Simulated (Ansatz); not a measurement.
# How many bands does the GW gap of H6PbCBr3N (Pm) need?

Aim: see how the G0W0 gap of H6PbCBr3N (Pm) on r2SCAN moves with empty bands and screening cutoff, and what each rung costs.

Main program and level: Ansatz 0.2.0; G0W0 on r2SCAN, plane waves, PAW.

## 1. The structure

The structure is monoclinic, space group Pm (No. 6). Conventional cell: a = 6.039 Å, b = 6.060 Å, c = 6.128 Å, α = 90.00°, β = 90.07°, γ = 90.00°. Nearest to H lie 1 N at 1.04 Å. H has 1 N at 1.04 Å nearest. Nearest to H lie 1 C at 1.09 Å. Nearest to H lie 1 C at 1.10 Å. Pb has 6 Br at 2.98 to 3.11 Å nearest. C has 3 H at 1.09 to 1.10 Å and 1 N at 1.49 Å nearest. Farther neighbours and most contacts between anions are not listed.

The cell and positions are those that the Materials Project relaxed with its own functionals (PBE, PBE+U or r2SCAN), kept fixed. Spin-orbit coupling is left out unless a step names it. The default PAW set here is soft_2. Its files were made with PBE.

## 2. 153 empty bands, screening to 45 eV

Now the one-shot GW correction: screening in the RPA, then the self-energy of the levels asked for.

Input file input.yaml:

```yaml
crystal:
  lattice:
    - [6.038531, 0.0, 0.0]
    - [0.0, 6.05968, 0.0]
    - [-0.007679, 0.0, 6.128174]
  atoms:
    - { symbol: H, position: [0.218258, 0.862101, 0.96819] }
    - { symbol: H, position: [0.177786, 0.0, 0.198636] }
    - { symbol: H, position: [0.825095, 0.851944, 0.061619] }
    - { symbol: H, position: [0.869341, 0.0, 0.811715] }
    - { symbol: H, position: [0.825095, 0.148056, 0.061619] }
    - { symbol: H, position: [0.218258, 0.137899, 0.96819] }
    - { symbol: Pb, position: [0.475266, 0.5, 0.477994] }
    - { symbol: C, position: [0.897311, 0.0, 0.98852] }
    - { symbol: Br, position: [0.430028, 0.5, 0.972748] }
    - { symbol: Br, position: [0.434852, 0.0, 0.512708] }
    - { symbol: Br, position: [0.966538, 0.5, 0.440736] }
    - { symbol: "N", position: [0.140606, 0.0, 0.032465] }
kpoints:
  mp_grid: { grid: [2, 2, 2] }
hamiltonian:
  xc: r2scan
scf:
  occupations: { method: fixed }
gw:
  n_empty_bands: 153
  ecut_chi: 45
  qp_bands: [v4, c4]
  qp_kpoints: band_edges
  screening: { model: contour_deformation }
```

Run with:

```sh
$ ansatz run input.yaml --threads 3 --pin off --max-ram 92160MiB --backend cuda --events-out ev --progress --plain --runs-dir out --devices 1 --max-vram 13GiB  # rebuilt from the run's record
```

Numbers of over 12 decimals in the logs are rounded to 6 here.

Output:

```text
GPUs: using 1 of 1 available (devices: 1).
Engine: ansatz 0.2.0, x86_64-unknown-linux-gnu
Pseudopotentials: kind: paw
Pseudopotential: H, paw, valence charge 1, recommended cutoff 500 eV (meta_gga), H.paw.azcp
Pseudopotential: Pb, paw, valence charge 14, recommended cutoff 500 eV (meta_gga), Pb.paw.azcp
Pseudopotential: C, paw, valence charge 4, recommended cutoff 500 eV (meta_gga), C.paw.azcp
Pseudopotential: Br, paw, valence charge 7, recommended cutoff 500 eV (meta_gga), Br.paw.azcp
Pseudopotential: N, paw, valence charge 5, recommended cutoff 500 eV (meta_gga), N.paw.azcp
Functional definition: r2SCAN
  parameter k0 = 0.174
  parameter k1 = 0.065
  parameter a1 = 4.9479
  exchange = r2scan_x(k0 = k0, k1 = k1, a1 = a1)
  correlation = r2scan_c
device memory: the entry about to start is reckoned to put 3.0 GiB on a device that reports 61.8 GiB free (of which the cap on the GPU budget leaves the run 13.0 GiB)
GPU FFT provider: cuFFT
GPU libraries: cuBLAS 13.8.2, cuFFT 12.4.0, cuSOLVER 12.3.4
Crystal: 12 atoms, lattice volume = 224.239 Å³
Basis set: ecut = 500 eV, 5671 PW (Γ), exchange–correlation on 180×180×180 points (64 copies of the dense FFT grid, shifted against one another)
Bands: 37, of which v1, the nominal top of the filled ones, is band 25 counted from 1 (24 counted from 0)
Symmetry: 2 space group operations
Space group: Pm (ITA 6), of the structure as read, at distance tolerance 6.1e-5 Å
k-points: 8
Non-local potential: H, projectors of the file, l = 0: 2, l = 1: 1
Non-local potential: Pb, projectors of the file, l = 0: 2, l = 1: 2, l = 2: 2, l = 3: 2
Non-local potential: C, projectors of the file, l = 0: 2, l = 1: 2, l = 2: 1
Non-local potential: Br, projectors of the file, l = 0: 2, l = 1: 2, l = 2: 2
Non-local potential: N, projectors of the file, l = 0: 2, l = 1: 2, l = 2: 1
PAW form: soft (Blöchl's): semilocal exchange-correlation on the pseudo side does not see the compensation charge
PAW frozen core: Pb, regenerated for the run's functional (the file was generated under x = pbe(κ = 0.804, μ = 0.219515), c = pbe(β = 0.066725))
PAW frozen core: C, regenerated for the run's functional (the file was generated under x = pbe(κ = 0.804, μ = 0.219515), c = pbe(β = 0.066725))
PAW frozen core: Br, regenerated for the run's functional (the file was generated under x = pbe(κ = 0.804, μ = 0.219515), c = pbe(β = 0.066725))
PAW frozen core: N, regenerated for the run's functional (the file was generated under x = pbe(κ = 0.804, μ = 0.219515), c = pbe(β = 0.066725))
PAW one-centre angular grid: H, 302 points (default); XC on 160 Gauss nodes
PAW one-centre angular grid: Pb, 590 points (default); XC on 160 Gauss nodes
PAW one-centre angular grid: C, 302 points (default); XC on 239 of its mesh's 2573 points in the sphere
PAW one-centre angular grid: Br, 302 points (default); XC on 160 Gauss nodes
PAW one-centre angular grid: N, 302 points (default); XC on 160 Gauss nodes
Initial density: superposition of atomic densities (neutral atoms: chi_scale 0, normalization atom), corrected by the library's trained network
Initial wavefunctions: pseudopotential atomic-orbital guess
GPU buffer pool allocated for 91125 grid points (all kernels)
GPU transforms: local potential and band sums: pruned to the plane-wave sphere, on 45×45×45
Functional: x = r2scan, c = r2scan; τ floored in thin density (d = 2e-4 eV/Å³)
SCF iter   1: F=—  HF=-21038.150915 eV  |F-HF|=—  |Δ(HF+E_count)|=         —  Δρ=5.47e-3  dr2=1.01e-1  dr2_τ=4.48e-1  ethr=1.77e-3  ⟨swp⟩=5.1  Hψ=1204  notcnv=0  defer=73
preconditioner: auto → Resta (q_TF=auto, 2.125 Å⁻¹)  ε∞=2.3  [insulator: Δε(μ)=2.513 eV  Ē_g=15.005 eV  n_scr=32 (ndim 8)  ℏωp=17.2 eV  f_vac=0.110  ε∞_Penn≈2.3]
SCF iter   2: F=—  HF=-21037.954875 eV  |F-HF|=—  |Δ(HF+E_count)|=   1.96e-1  Δρ=2.68e-3  dr2=2.05e-2  dr2_τ=7.72e-4  ethr=2.03e-4  ⟨swp⟩=2.5  Hψ=513  notcnv=0  defer=76
SCF iter   3: F=—  HF=-21037.951643 eV  |F-HF|=—  |Δ(HF+E_count)|=   3.23e-3  Δρ=5.88e-4  dr2=9.87e-4  dr2_τ=7.64e-5  ethr=4.09e-5  ⟨swp⟩=3.2  Hψ=398  notcnv=0  defer=80
SCF iter   4: F=—  HF=-21037.951766 eV  |F-HF|=—  |Δ(HF+E_count)|=   1.23e-4  Δρ=2.34e-4  dr2=1.35e-4  dr2_τ=2.54e-5  ethr=1.97e-6  ⟨swp⟩=2.0  Hψ=449  notcnv=0  defer=80
SCF iter   5: F=—  HF=-21037.951756 eV  |F-HF|=—  |Δ(HF+E_count)|=   1.07e-5  Δρ=5.23e-5  dr2=7.27e-6  dr2_τ=3.77e-7  ethr=2.70e-7  ⟨swp⟩=2.4  Hψ=418  notcnv=0  defer=80
SCF iter   6: F=—  HF=-21037.951761 eV  |F-HF|=—  |Δ(HF+E_count)|=   5.18e-6  Δρ=2.75e-5  dr2=1.50e-6  dr2_τ=2.01e-7  ethr=1.45e-8  ⟨swp⟩=2.0  Hψ=459  notcnv=0  defer=71
SCF iter   7: F=—  HF=-21037.951761 eV  |F-HF|=—  |Δ(HF+E_count)|=   9.67e-8  Δρ=6.29e-6  dr2=1.20e-7  dr2_τ=1.30e-8  ethr=3.00e-9  ⟨swp⟩=2.0  Hψ=404  notcnv=0  defer=71
SCF iter   8: F=-21037.951761 eV  HF=-21037.951761 eV  |F-HF|=9.92e-9  |Δ(HF+E_count)|=   9.77e-8  Δρ=1.34e-6  dr2=6.00e-9  dr2_τ=2.17e-10  ethr=2.00e-10  ⟨swp⟩=13.4  Hψ=1949  notcnv=0
SCF 1 converged in 8 iterations: F = -21037.951761 eV  dr2 = 6.00e-9
  greatest PAW one-centre occupation: 0.982 electrons in one spin orbital (limit 2), on the Pb atom at site 6 (counted from 0), in its partial waves of l = 2
device memory: the entry about to start is reckoned to put 3.8 GiB on a device that reports 61.5 GiB free (of which the cap on the GPU budget leaves the run 13.0 GiB)
NSCF: frozen V_eff on 8 k-points
the band table was solved once the SCF had ended and its energy, with any forces and stress, was formed, with the checks that follow a solve (1330 applications of the Hamiltonian). They found nothing against the state; the energy, forces and stress were not computed again (output.eigenvalues in the input reference)
device memory: the entry about to start is reckoned to put 2.7 GiB on a device that reports 61.5 GiB free (of which the cap on the GPU budget leaves the run 13.0 GiB)
NSCF: frozen V_eff on 8 k-points
G₀W₀ screening: q 1/8
[... further progress lines ...]
device memory: the entry about to start is reckoned to put 0.8 GiB on a device that reports 61.2 GiB free (of which the cap on the GPU budget leaves the run 13.0 GiB)
NSCF: frozen V_eff on 1 k-points
device memory: the entry about to start is reckoned to put 0.8 GiB on a device that reports 61.2 GiB free (of which the cap on the GPU budget leaves the run 13.0 GiB)
NSCF: frozen V_eff on 1 k-points
SCF converged after 8 iterations
Free energy (F): -21037.951761 eV
Harris-Foulkes:  -21037.951761 eV  (|F-HF|=9.92e-9)
Internal energy: -21037.951761 eV  (E = F + TS)
E sigma→0 (E₀):  -21037.951761 eV
Fermi energy:    1.317335 eV
--- Per-component energies (eV) ---
  E_band       = -374.120857
  E_kinetic    = 991.790633
  E_local      = -3158.844380  (includes V_loc(G=0)·N_el)
  E_nonlocal   = 642.442990
  E_hartree    = 1111.688000
  E_xc         = -1121.065244
  E_vxc        = -715.099622  (∫ρ·V_xc dr)
  E_paw        = -17473.681269  (= ΣΔE_a)
  E_vpaw       = -399.414291  (= ΣTr[D̂ρ^β])
  E_aug_tail   = -0.002800  (compensation charges beyond the density's cutoff)
  E_vtau       = 41.630208  (kinetic-family band-sum trace: ∫τ·v_τ [+ j·A + Jᵃ·Aᵃ] dr)
  E_ewald      = -2030.716275
  E_core_change = 0.436583  (= ΣΔE_core)
  E_smearing   = -0.000000  (= −TS)
  E_closure    = -0.000000  (closes the sum)
  Σ components = -21037.951761   (vs F -21037.951761, Δ=0.00e0)
--- Band table (eV; the first three rows and the last of 8) ---
  k-point 0: bands = [... 21 lower, -0.2226, -0.1160, 0.1933, 0.2134, 5.8321, 6.9206, 7.0236, 7.5237, ... 8 higher]
  k-point 1: bands = [... 21 lower, -0.1103, -0.0638, 0.1830, 0.2599, 4.4703, 6.8545, 7.0180, 7.2330, ... 8 higher]
  k-point 2: bands = [... 21 lower, -0.0996, -0.0113, 0.1777, 0.2646, 4.5566, 6.6283, 7.1906, 7.2544, ... 8 higher]
  k-point 7: bands = [... 21 lower, -0.0217, 0.4163, 0.4179, 1.3173, 3.7369, 3.7567, 3.9744, 7.0654, ... 8 higher]
--- G₀W₀: contour deformation, 6 samples at zero and on the imaginary axis and 1 off it, 8 q-points, 153 empty bands' worth ---
  eigenvalues of the whole cell's RPA ε∞ on this k-mesh (on a slab, of 1 + 4πα/V) = 5.0102, 5.3250, 5.9938; static W/v taken at q = 0 is 0.183747
  gw.qp_kpoints: band_edges: 8 of 8 stored k-points solved, in 1 pass; an edge of the gap read off the rows below is read off those points alone
    ik  band        ε_KS         Σx   Σc(E_QP)       V_xc       Z   E_QP_lin       E_QP  E_QP is
     0    22     -0.2226   -19.0598     3.0371   -15.4921  0.7519    -0.7607    -0.7531  root
     0    23     -0.1160   -19.1095     2.9895   -15.6245  0.7520    -0.6182    -0.6116  root
     0    24      0.1933   -19.0750     3.0320   -15.5395  0.7479    -0.3173    -0.3102  root
     0    25      0.2134   -19.0781     3.0247   -15.5554  0.7476    -0.2916    -0.2846  root
     0    26      5.8321    -4.0799    -3.2752    -7.7703  0.8153     6.2507     6.2473  root
     0    27      6.9206    -8.3073    -3.5886   -12.6531  0.7604     7.7006     7.6778  root
     0    28      7.0236    -7.8590    -3.5902   -12.1899  0.7652     7.7857     7.7643  root
     0    29      7.5237    -4.0557    -3.2935    -7.8044  0.8016     7.9838     7.9789  root
     1    22     -0.1103   -18.7879     2.9302   -15.3490  0.7486    -0.6263    -0.6189  root
     1    23     -0.0638   -19.2756     3.0155   -15.7634  0.7529    -0.5671    -0.5606  root
     1    24      0.1830   -19.0299     3.0262   -15.4981  0.7478    -0.3298    -0.3226  root
     1    25      0.2599   -19.4271     2.6002   -16.4788  0.7613    -0.0911    -0.0882  root
     1    26      4.4703    -8.5449    -3.2441   -12.5557  0.7804     5.2514     5.2369  root
     1    27      6.8545    -8.9045    -3.5624   -13.2855  0.7542     7.6941     7.6730  root
     1    28      7.0180    -5.8509    -3.4176    -9.8850  0.7880     7.6450     7.6344  root
     1    29      7.2330    -4.9759    -3.4261    -9.0590  0.8056     7.8995     7.8901  root
     2    22     -0.0996   -19.3044     3.0262   -15.7788  0.7539    -0.6055    -0.5990  root
     2    23     -0.0113   -18.6643     3.0112   -15.1086  0.7476    -0.5643    -0.5558  root
     2    24      0.1777   -19.2407     2.9034   -15.8823  0.7514    -0.2829    -0.2773  root
     2    25      0.2646   -19.5066     2.6182   -16.5451  0.7599    -0.0816    -0.0787  root
     2    26      4.5566    -8.5802    -3.2657   -12.6332  0.7802     5.3591     5.3437  root
     2    27      6.6283    -8.5151    -3.4973   -12.7848  0.7633     7.4211     7.4006  root
     2    28      7.1906    -8.3839    -3.5757   -12.7354  0.7558     7.9888     7.9664  root
     2    29      7.2544    -4.8518    -3.4107    -8.9069  0.8068     7.9077     7.8988  root
[...]
7    22     -0.0217   -19.4000     2.9684   -15.9523  0.7563    -0.5067    -0.5009  root
     7    23      0.4163   -19.4580     2.9943   -15.9890  0.7525    -0.0643    -0.0583  root
     7    24      0.4179   -19.4598     2.9919   -15.9973  0.7524    -0.0585    -0.0527  root
     7    25      1.3173   -19.5351     1.9812   -17.3990  0.7761     1.1620     1.1624  root
     7    26      3.7369    -7.5029    -3.1799   -11.3304  0.7899     4.3935     4.3845  root
     7    27      3.7567    -7.4702    -3.1868   -11.3121  0.7906     4.4209     4.4117  root
     7    28      3.9744    -7.6829    -3.1676   -11.5160  0.7905     4.6495     4.6399  root
     7    29      7.0654    -4.0096    -3.4286    -8.0346  0.8110     7.6690     7.6617  root
```

Wall time 8.2 s (1 × NVIDIA H100 80GB HBM3 (shared by 6 runs) with 3 threads of AMD EPYC 7R13 (Zen 3), shared host); peak memory 1.5 GiB; 16 s of CPU time.

This step gave:

| Item | Value |
| --- | --- |
| bands summed | 178 |
| RPA ε∞ on this mesh (eigenvalues) | 5.010, 5.325, 5.994 |
| plane waves in the screening matrix | 159 |
| q-points in the mesh | 8 |
| G0W0 gap on the mesh | 3.222 eV |
| k of the valence top | -0.5, -0.5, -0.5 |
| k of the conduction bottom | -0.5, -0.5, -0.5 |
| starting gap on the mesh | 2.420 eV |
| Z at the valence top | 0.7761 |
| Z at the conduction bottom | 0.7899 |
| least direct G0W0 gap on the computed points | 3.222 eV |

The gap on the mesh goes from 2.42 eV to 3.22 eV, a correction of +0.80 eV. Between the two edge states, bare exchange in place of the xc potential would open the gap by 5.96 eV, and correlation takes back 5.16 eV.

## 3. 434 empty bands, screening to 90 eV

Bands and screening cutoff are moved together, since each hides the error of the other.

Changes to input.yaml since step 2:

```diff
@@ -25,4 +25,4 @@
 gw:
-  n_empty_bands: 153
-  ecut_chi: 45
+  n_empty_bands: 434
+  ecut_chi: 90
   qp_bands: [v4, c4]
```

Output:

```text
GPUs: using 1 of 1 available (devices: 1).
[...]
GPU FFT provider: cuFFT
GPU libraries: cuBLAS 13.8.2, cuFFT 12.4.0, cuSOLVER 12.3.4
Crystal: 12 atoms, lattice volume = 224.239 Å³
Basis set: ecut = 500 eV, 5671 PW (Γ), exchange–correlation on 180×180×180 points (64 copies of the dense FFT grid, shifted against one another)
Bands: 37, of which v1, the nominal top of the filled ones, is band 25 counted from 1 (24 counted from 0)
Symmetry: 2 space group operations
[...]
k-points: 8
[...]
GPU buffer pool allocated for 91125 grid points (all kernels)
[...]
SCF iter   1: F=—  HF=-21038.150915 eV  |F-HF|=—  |Δ(HF+E_count)|=         —  Δρ=5.47e-3  dr2=1.01e-1  dr2_τ=4.48e-1  ethr=1.77e-3  ⟨swp⟩=5.1  Hψ=1204  notcnv=0  defer=73
[...]
SCF iter   8: F=-21037.951761 eV  HF=-21037.951761 eV  |F-HF|=9.92e-9  |Δ(HF+E_count)|=   9.77e-8  Δρ=1.34e-6  dr2=6.00e-9  dr2_τ=2.17e-10  ethr=2.00e-10  ⟨swp⟩=13.4  Hψ=1949  notcnv=0
SCF 1 converged in 8 iterations: F = -21037.951761 eV  dr2 = 6.00e-9
[...]
NSCF: frozen V_eff on 8 k-points
[...]
G₀W₀ screening: q 1/8
[... further progress lines ...]
[...]
SCF converged after 8 iterations
Free energy (F): -21037.951761 eV
[...]
Internal energy: -21037.951761 eV  (E = F + TS)
E sigma→0 (E₀):  -21037.951761 eV
Fermi energy:    1.317335 eV
[...]
--- Band table (eV; the first three rows and the last of 8) ---
  k-point 0: bands = [... 21 lower, -0.2226, -0.1160, 0.1933, 0.2134, 5.8321, 6.9206, 7.0236, 7.5237, ... 8 higher]
  k-point 1: bands = [... 21 lower, -0.1103, -0.0638, 0.1830, 0.2599, 4.4703, 6.8545, 7.0180, 7.2330, ... 8 higher]
  k-point 2: bands = [... 21 lower, -0.0996, -0.0113, 0.1777, 0.2646, 4.5566, 6.6283, 7.1906, 7.2544, ... 8 higher]
  k-point 7: bands = [... 21 lower, -0.0217, 0.4163, 0.4179, 1.3173, 3.7369, 3.7567, 3.9744, 7.0654, ... 8 higher]
[...]
0    22     -0.2226   -19.0598     2.7582   -15.4921  0.7464    -1.0507    -1.0321  root
     0    23     -0.1160   -19.1095     2.7073   -15.6245  0.7462    -0.9109    -0.8938  root
     0    24      0.1933   -19.0750     2.7500   -15.5395  0.7421    -0.6106    -0.5923  root
     0    25      0.2134   -19.0781     2.7451   -15.5554  0.7417    -0.5823    -0.5642  root
     0    26      5.8321    -4.0799    -3.3700    -7.7703  0.8136     6.1544     6.1525  root
     0    27      6.9206    -8.3073    -3.8645   -12.6531  0.7600     7.4106     7.4019  root
     0    28      7.0236    -7.8590    -3.8572   -12.1899  0.7649     7.5062     7.4973  root
     0    29      7.5237    -4.0557    -3.4395    -7.8044  0.8006     7.8351     7.8329  root
[...]
7    26      3.7369    -7.5029    -3.4199   -11.3304  0.7882     4.1479     4.1445  root
     7    27      3.7567    -7.4702    -3.4284   -11.3121  0.7889     4.1736     4.1701  root
     7    28      3.9744    -7.6829    -3.4141   -11.5160  0.7886     4.3970     4.3935  root
     7    29      7.0654    -4.0096    -3.5557    -8.0346  0.8090     7.5390     7.5346  root
```

The job ended after 11 s (1 × NVIDIA H100 80GB HBM3 (shared by 6 runs) with 3 threads; peak memory 1.9 GiB; 22 s of CPU time).

Numbers from this step:

| Quantity | Value |
| --- | --- |
| bands summed | 459 |
| RPA ε∞ on this mesh (eigenvalues) | 4.974, 5.265, 5.900 |
| plane waves in the screening matrix | 457 |
| q-points in the mesh | 8 |
| G0W0 gap on the mesh | 3.374 eV |
| k of the valence top | -0.5, -0.5, -0.5 |
| k of the conduction bottom | -0.5, -0.5, -0.5 |
| starting gap on the mesh | 2.420 eV |
| Z at the valence top | 0.7700 |
| Z at the conduction bottom | 0.7882 |
| least direct G0W0 gap on the computed points | 3.374 eV |

Against the run with 2×2×2 mesh, 153 empty bands, screening to 45 eV, the gap moves by +0.15 eV.

## 4. 935 empty bands, screening to 150 eV

Changes to input.yaml since step 3:

```diff
@@ -25,4 +25,4 @@
 gw:
-  n_empty_bands: 434
-  ecut_chi: 90
+  n_empty_bands: 935
+  ecut_chi: 150.0
   qp_bands: [v4, c4]
```

Output:

```text
GPUs: using 1 of 1 available (devices: 1).
[...]
GPU FFT provider: cuFFT
GPU libraries: cuBLAS 13.8.2, cuFFT 12.4.0, cuSOLVER 12.3.4
Crystal: 12 atoms, lattice volume = 224.239 Å³
Basis set: ecut = 500 eV, 5671 PW (Γ), exchange–correlation on 180×180×180 points (64 copies of the dense FFT grid, shifted against one another)
Bands: 37, of which v1, the nominal top of the filled ones, is band 25 counted from 1 (24 counted from 0)
[...]
0    29      7.5237    -4.0557    -3.5142    -7.8044  0.8004     7.7595     7.7583  root
[...]
7    26      3.7369    -7.5029    -3.5443   -11.3304  0.7876     4.0217     4.0201  root
     7    27      3.7567    -7.4702    -3.5517   -11.3121  0.7883     4.0486     4.0469  root
     7    28      3.9744    -7.6829    -3.5428   -11.5160  0.7880     4.2664     4.2648  root
     7    29      7.0654    -4.0096    -3.6192    -8.0346  0.8084     7.4744     7.4712  root
[key lines of the parts left out:]
SCF converged after 8 iterations
Free energy (F): -21037.951761 eV
Fermi energy:    1.317335 eV
```

It took 32 s on 1 × NVIDIA H100 80GB HBM3 (shared by 6 runs) with 3 threads; peak memory 3.1 GiB; 45 s of CPU time.

Numbers from this step:

```yaml
bands_summed: 960
rpa_eps_infinity_on_this_mesh_eigenvalues: 4.966, 5.257, 5.889
plane_waves_in_the_screening_matrix: 933
g0w0_gap_on_the_mesh: 3.506 eV
k_of_the_valence_top: -0.5, -0.5, -0.5
k_of_the_conduction_bottom: -0.5, -0.5, -0.5
starting_gap_on_the_mesh: 2.420 eV
least_direct_g0w0_gap_on_the_computed_points: 3.506 eV
```

Against the run with 2×2×2 mesh, 434 empty bands, screening to 90 eV, the gap moves by +0.13 eV.

(Part 1 of 2 ends here.)

[Paths, hosts, dates, memory and timing lines, banners, echoed tables and standing remarks are left out of the program output.]

[Logs are printed without paths, hosts, clocks, repeated set-up lines and the standing remarks that a program may print on its own settings, such as how far it seeks lower states.]

[Runs of the session that timed out or met a known fault of the program may be left out.]

[Cells called generated may have been cut or substituted from an entry of the Crystallography Open Database or the Materials Project.]

[Hosts, paths, dates, database ids (printed as entryN), source tags and the programs' standing remarks are cut or masked in the printed files.]
